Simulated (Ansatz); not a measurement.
In doubt: masses and optical values from hybrid runs of this build are listed as unsure, which bears on the screening that GW takes from such a start.

Rows from a G0W0 calculation on PtSe2/PtSe2/PtSe2 (1T multilayer) (Ansatz 0.2.0; G0W0 on HSE06, plane waves, PAW; 6×6×1 mesh, 443 empty bands, screening to 49 eV), in eV. Spin-orbit coupling is left out.

| row | k | band | start | Σx | Σc at the solution | Vxc |
| --- | --- | --- | --- | --- | --- | --- |
| A | (0.333, 0.333, 0.000) | v1 | -7.394 | -22.895 | 2.890 | -20.589 |
| B | (0.333, 0.333, 0.000) | c1 | -4.380 | -17.264 | -2.610 | -20.468 |
| C | Γ | v2 | -5.999 | -17.451 | 1.301 | -16.506 |
| D | Γ | v1 | -4.757 | -16.728 | 0.669 | -16.406 |
| E | Γ | c3 | -2.589 | -16.941 | -2.763 | -20.317 |
| F | Γ | c1 | -3.180 | -16.860 | -2.430 | -19.898 |

**Question.** Work out each quasiparticle level and how far it moved.

The quasiparticle equation reads E = start + Σx + Σc(E) − Vxc.

| row | E (eV) | shift (eV) |
| --- | --- | --- |
| A | -6.811 | +0.584 |
| B | -3.786 | +0.594 |
| C | -5.644 | +0.355 |
| D | -4.409 | +0.348 |
| E | -1.976 | +0.614 |
| F | -2.572 | +0.608 |

The gap over the computed points goes from 0.38 eV to 0.62 eV.

Limits: not at the basis limit; coarse mesh for a sheet; no spin polarisation; d states lean on the start; no spin-orbit coupling.

[Runs of the session that timed out or met a known fault of the program may be left out.]

[Cells called generated may have been cut or substituted from an entry of the Crystallography Open Database or the Materials Project.]

[Hosts, paths, dates, database ids (printed as entryN), source tags and the programs' standing remarks are cut or masked in the printed files.]
